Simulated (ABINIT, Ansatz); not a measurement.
**BaMg2Sb2 (P-3m1): G0W0 with ABINIT, start to end**

How does a plane-wave GW calculation on BaMg2Sb2 (P-3m1) run from the first input to the gap?

Program: ABINIT 10.8.3. Level of theory: LDA and many-body steps on it, plane waves. Results are calculated unless marked as measured.

### 1. The starting structure

It takes space group P-3m1 (No. 164, trigonal). Conventional cell: a = 4.770 Å, b = 4.770 Å, c = 8.100 Å, α = 90.00°, β = 90.00°, γ = 120.00°. Nearest to Ba lie 6 Sb at 3.51 Å. Nearest to Mg lie 4 Sb at 2.89 Å. Sb has 4 Mg at 2.89 Å and 3 Ba at 3.51 Å nearest. Farther neighbours are not listed.

The cell and positions come from the Crystallography Open Database and are kept as given unless a step says otherwise. Spin-orbit coupling is left out unless a step names it.

### 2. Ground state

This step: ABINIT 10.8.3; DFT, LDA, plane waves, norm-conserving pseudopotentials.

The ground-state density comes first.

Contents of run.abi:

```
acell 3*1.0 Angstrom
rprim 
  4.770000000028 -0.000000000006 0.000000000000
  -2.385000000008 4.130941176079 0.000000000000
  0.000000000000 0.000000000000 8.100000000000
ntypat 3
znucl 56 12 51
natom 5
typat 1 2 2 3 3
xred 
  0.000000000000 0.000000000000 0.000000000000
  0.333333333333 0.666666666667 0.624700000000
  0.666666666667 0.333333333333 0.375300000000
  0.333333333333 0.666666666667 0.268000000000
  0.666666666667 0.333333333333 0.732000000000
pp_dirpath "pseudos"
pseudos "Ba.upf, Mg.upf, Sb.upf"
ecut 40
ngkpt 6 6 4
nshiftk 1
shiftk 0 0 0
kptopt 1
chksymbreak 0
nband 44
occopt 1
tolvrs 1e-10
nstep 60
prtwf 0
optforces 0
optstress 0
indata_prefix "in"
outdata_prefix "out"
tmpdata_prefix "tmp"
```

Launch:

```console
> OMP_NUM_THREADS=1 mpirun -n 4 abinit run.abi > log
```

Numbers of over 12 decimals in the logs are rounded to 6 here.

The program printed:

```text
.Version 10.8.3 of ABINIT. v10.8.2 released Aug 2026.

 Symmetries : space group P-3 m 1 (#164); Bravais hP (primitive hexag.)
================================================================================
 Values of the parameters that define the memory need of the present run
     intxc =       0    ionmov =       0      iscf =       7    lmnmax =       6
     lnmax =       6     mgfft =      90  mpssoang =       3    mqgrid =    4358
     natom =       5  nloc_mem =       1    nspden =       1   nspinor =       1
    nsppol =       1      nsym =      12    n1xccc =    2501    ntypat =       3
    occopt =       1   xclevel =       1
-    mband =          44        mffmem =           1         mkmem =           6
       mpw =       13038          nfft =      262440          nkpt =          24
================================================================================
  Rough estimation (10% accuracy) of disk space for files :
================================================================================

--------------------------------------------------------------------------------
------------- Echo of variables that govern the present computation ------------
--------------------------------------------------------------------------------
 -outvars: echo values of preprocessed input variables --------
            acell      1.8897261259E+00  1.8897261259E+00  1.8897261259E+00 Bohr

      chksymbreak           0
             ecut      4.00000000E+01 Hartree
-          fftalg         312

              ixc       -1012
              kpt      0.00000000E+00  0.00000000E+00  0.00000000E+00
                       1.66666667E-01  0.00000000E+00  0.00000000E+00
                       3.33333333E-01  0.00000000E+00  0.00000000E+00
                       5.00000000E-01  0.00000000E+00  0.00000000E+00
                       1.66666667E-01  1.66666667E-01  0.00000000E+00
                       3.33333333E-01  1.66666667E-01  0.00000000E+00
                       3.33333333E-01  3.33333333E-01  0.00000000E+00
                       0.00000000E+00  0.00000000E+00  2.50000000E-01
                       1.66666667E-01  0.00000000E+00  2.50000000E-01
   [... 13 further rows ...]
                       3.33333333E-01  1.66666667E-01  5.00000000E-01
                       3.33333333E-01  3.33333333E-01  5.00000000E-01
         kptrlatt        6    0    0      0    6    0      0    0    4
          kptrlen      5.40839617E+01
P           mkmem           6
            natom           5
            nband          44
            ngfft          54      54      90
             nkpt          24
            nstep          60
             nsym          12
           ntypat           3
              occ      2.000000  2.000000  2.000000  2.000000  2.000000  2.000000
                       2.000000  2.000000  2.000000  2.000000  2.000000  2.000000
                       2.000000  2.000000  2.000000  2.000000  2.000000  2.000000
                       2.000000  2.000000  2.000000  2.000000  2.000000  2.000000
                       2.000000  2.000000  2.000000  2.000000  2.000000  2.000000
                       2.000000  2.000000  2.000000  2.000000  2.000000  2.000000
                       2.000000  2.000000  0.000000  0.000000  0.000000  0.000000
                       0.000000  0.000000
        optforces           0
        optstress           0
            prtwf           0
            rprim      4.7700000000E+00 -6.0000000000E-12  0.0000000000E+00
[...]
spgroup         164

           tolvrs      1.00000000E-10

             xred      0.0000000000E+00  0.0000000000E+00  0.0000000000E+00
[...]
znucl       56.00000   12.00000   51.00000

================================================================================

 chkinp: Checking input parameters for consistency.

================================================================================
== DATASET  1 ==================================================================
-   mpi_nproc: 4, omp_nthreads: 1 (-1 if OMP is not activated)

--- !DatasetInfo
iteration_state: {dtset: 1, }
dimensions: {natom: 5, nkpt: 24, mband: 44, nsppol: 1, nspinor: 1, nspden: 1, mpw: 13038, }
cutoff_energies: {ecut:  40.0, pawecutdg:  -1.0, }
electrons: {nelect:   7.60000000E+01, charge:   0.00000000E+00, occopt:   1.00000000E+00, tsmear:   1.00000000E-02, }

 Real(R)+Recip(G) space primitive vectors, cartesian coordinates (Bohr,Bohr^-1):
 R(1)=  9.0139936  0.0000000  0.0000000  G(1)=  0.1109386  0.0640504  0.0000000
 R(2)= -4.5069968  7.8063475  0.0000000  G(2)=  0.0000000  0.1281009  0.0000000
 R(3)=  0.0000000  0.0000000 15.3067816  G(3)=  0.0000000  0.0000000  0.0653305
 Unit cell volume ucvol=  1.0770826E+03 bohr^3
 Angles (23,13,12)=  9.00000000E+01  9.00000000E+01  1.20000000E+02 degrees

 getcut: wavevector=  0.0000  0.0000  0.0000  ngfft=  54  54  90
         ecut(hartree)=     40.000   => boxcut(ratio)=   2.06521

--- Pseudopotential description ------------------------------------------------
- Ba Generated using ONCVPSP code by D. R. Hamann
- 56.00000  10.00000  180309                  znucl, zion, pspdat
12 -1012 2 -1 1912                            pspcod,pspxc,lmax,lloc,mmax
     nproj     2     2     2
  pspatm : epsatm=   25.95172157
         --- l  ekb(1:nproj) -->
[...]
pspatm: atomic psp has been read  and splines computed

- Mg Generated using ONCVPSP code by D. R. Hamann
- 12.00000  10.00000  180309                  znucl, zion, pspdat
12 -1012 1 -1 1510                            pspcod,pspxc,lmax,lloc,mmax
     nproj     2     2     0
  pspatm : epsatm=    9.23542517
         --- l  ekb(1:nproj) -->
[...]
pspatm: atomic psp has been read  and splines computed

- Sb Generated using ONCVPSP code by D. R. Hamann
- 51.00000  23.00000  180309                  znucl, zion, pspdat
12 -1012 2 -1 1416                            pspcod,pspxc,lmax,lloc,mmax
     nproj     2     2     2
  pspatm : epsatm=   28.31692806
         --- l  ekb(1:nproj) -->
[...]
pspatm: atomic psp has been read  and splines computed

   7.68028853E+03                                ecore*ucvol(ha*bohr**3)
--------------------------------------------------------------------------------

_setup2: Arith. and geom. avg. npw (full set) are   13014.465   13014.455

================================================================================

--- !BeginCycle
iteration_state: {dtset: 1, }
solver: {iscf: 7, nstep: 60, nline: 4, wfoptalg: 0, }
tolerances: {tolvrs: 1.00E-10, }

     iter   Etot(hartree)      deltaE(h)  residm     vres2
 ETOT  1  -650.34023075265    -6.503E+02 6.637E-01 1.496E+03
 ETOT  2  -652.46482807853    -2.125E+00 1.582E-02 2.614E+02
 ETOT  3  -652.48100122652    -1.617E-02 3.412E-03 6.409E+01
 ETOT  4  -652.48599434896    -4.993E-03 1.876E-03 1.116E+00
 ETOT  5  -652.48609239849    -9.805E-05 6.542E-04 2.685E-01
 ETOT  6  -652.48610444123    -1.204E-05 3.632E-04 3.337E-02
 ETOT  7  -652.48610607854    -1.637E-06 3.226E-04 1.864E-03
 ETOT  8  -652.48610614942    -7.088E-08 1.364E-04 4.539E-05
 ETOT  9  -652.48610615061    -1.196E-09 1.442E-04 5.099E-06
 ETOT 10  -652.48610615094    -3.245E-10 5.512E-05 1.375E-07
 ETOT 11  -652.48610615097    -3.217E-11 2.465E-04 2.672E-09
 ETOT 12  -652.48610615097    -2.501E-12 7.383E-05 3.625E-10
 ETOT 13  -652.48610615098    -9.322E-12 3.021E-04 1.124E-11

 At SCF step   13       vres2   =  1.12E-11 < tolvrs=  1.00E-10 =>converged.

--- !ResultsGS
iteration_state: {dtset: 1, }
comment   : Summary of ground state results
lattice_vectors:
- [  9.0139936,  -0.0000000,   0.0000000, ]
- [ -4.5069968,   7.8063475,   0.0000000, ]
- [  0.0000000,   0.0000000,  15.3067816, ]
lattice_lengths: [   9.01399,    9.01399,   15.30678, ]
lattice_angles: [ 90.000,  90.000, 120.000, ] # degrees, (23, 13, 12)
lattice_volume:   1.0770826E+03
convergence: {deltae: -9.322E-12, res2:  1.124E-11, residm:  3.021E-04, diffor:  0.000E+00, }
etotal    :  -6.52486106E+02
entropy   :   0.00000000E+00
fermie    :   1.82057405E-01
cartesian_stress_tensor: null
pressure_GPa: null
xred      :
- [  0.0000E+00,   0.0000E+00,   0.0000E+00, Ba]
- [  3.3333E-01,   6.6667E-01,   6.2470E-01, Mg]
- [  6.6667E-01,   3.3333E-01,   3.7530E-01, Mg]
- [  3.3333E-01,   6.6667E-01,   2.6800E-01, Sb]
- [  6.6667E-01,   3.3333E-01,   7.3200E-01, Sb]
cartesian_forces: null
force_length_stats: {min: null, max: null, mean: null, }

 Integrated electronic density in atomic spheres:
 ------------------------------------------------
 Atom  Sphere_radius  Integrated_density
[...]
================================================================================

 ----iterations are completed or convergence reached----

 Mean square residual over all n,k,spin=   36.593E-08; max=  30.210E-05
 reduced coordinates (array xred) for    5 atoms
       0.000000000000      0.000000000000      0.000000000000
       0.333333333333      0.666666666667      0.624700000000
       0.666666666667      0.333333333333      0.375300000000
       0.333333333333      0.666666666667      0.268000000000
       0.666666666667      0.333333333333      0.732000000000
 rms dE/dt=  0.0000E+00; max dE/dt=  0.0000E+00; dE/dt below (all hartree)
    1       0.000000000000      0.000000000000      0.000000000000
    2       0.000000000000      0.000000000000      0.000000000000
    3       0.000000000000      0.000000000000      0.000000000000
    4       0.000000000000      0.000000000000      0.000000000000
    5       0.000000000000      0.000000000000      0.000000000000

 cartesian coordinates (angstrom) at end:
    1      0.000000     0.000000     0.000000
    2      4e-12     2.753961     5.060070
    3      2.385000     1.376980     3.039930
    4      4e-12     2.753961     2.170800
    5      2.385000     1.376980     5.929200
 length scales=  1.889726125908  1.889726125908  1.889726125908 bohr
              =  1.000000000000  1.000000000000  1.000000000000 angstroms
 prteigrs : about to open file out_EIG
 Fermi (or HOMO) energy (hartree) =   0.18206   Average Vxc (hartree)=  -0.33860
 Eigenvalues (hartree) for nkpt=  24  k points:
 kpt#   1, nband= 44, wtk=  0.00694, kpt=  0.0000  0.0000  0.0000 (reduced coord)
  -5.05441   -5.05440   -3.33116   -3.33116   -3.33116   -3.33116   -3.33110   -3.33110
  -2.58053   -2.58051   -1.38348   -1.38336   -1.38336   -1.38336   -1.38325   -1.38325
  -0.83776   -0.83146   -0.83146   -0.83144   -0.83144   -0.83123   -0.83120   -0.83080
  -0.83080   -0.83079   -0.83079   -0.29807   -0.28931   -0.28931   -0.15960   -0.12239
   0.05349    0.14580    0.14580    0.18064    0.18206    0.18206    0.23428    0.23589
   0.25841    0.27900    0.27900    0.29190
 prteigrs : prtvol=0 or 1, do not print more k-points.

--- !EnergyTerms
iteration_state     : {dtset: 1, }
comment             : Components of total free energy in Hartree
kinetic             :  2.45076349291313E+02
hartree             :  2.51695270296015E+02
xc                  : -9.09549361816496E+01
Ewald energy        : -2.90774327752966E+02
psp_core            :  7.13064022963947E+00
local_psp           : -7.21636698381113E+02
non_local_psp       : -5.30224036522188E+01
total_energy        : -6.52486106150980E+02
total_energy_eV     : -1.77550514546105E+04
band_energy         : -1.06318860236682E+02

== END DATASET(S) ==============================================================
================================================================================

 -outvars: echo values of variables after computation  --------
           etotal     -6.5248610615E+02
            nband          44
             nkpt          24
          spgroup         164
 [... the other variables as echoed above ...]

 Calculation completed.
```

It took 3.2 min on 4 MPI ranks of Intel Xeon Platinum 8488C (Sapphire Rapids), shared host; peak memory 0.73 GiB; 13 min of CPU time.

Numbers from this step:

```
total energy               : -17755.0515 eV
gap                        : 0.7837 eV
k of the valence top       : 0, 0, 0
k of the conduction bottom : 0.5, 0, 0
least direct gap           : 1.421 eV
```

The gap is indirect, with the least direct gap 0.64 eV higher.

(Continued in part 2 of 3.)

[Paths, hosts, dates, memory and timing lines, banners, echoed tables and standing remarks are left out of the program output.]

[Logs are printed without paths, hosts, clocks, repeated set-up lines and the standing remarks that a program may print on its own settings, such as how far it seeks lower states.]

[Runs of the session that timed out or met a known fault of the program may be left out.]

[Hosts, paths, dates, database ids (printed as entryN), source tags and the programs' standing remarks are cut or masked in the printed files.]

[G0W0 gaps are taken among the corrected bands and points alone; a level outside them can change the order at an edge.]

[Where Ansatz stands beside ABINIT at settings called matched, ABINIT's density can come from a denser mesh and the files from another edition; pairs whose starting gaps differed by over 0.03 eV were left out, so agreement reads better than it is.]
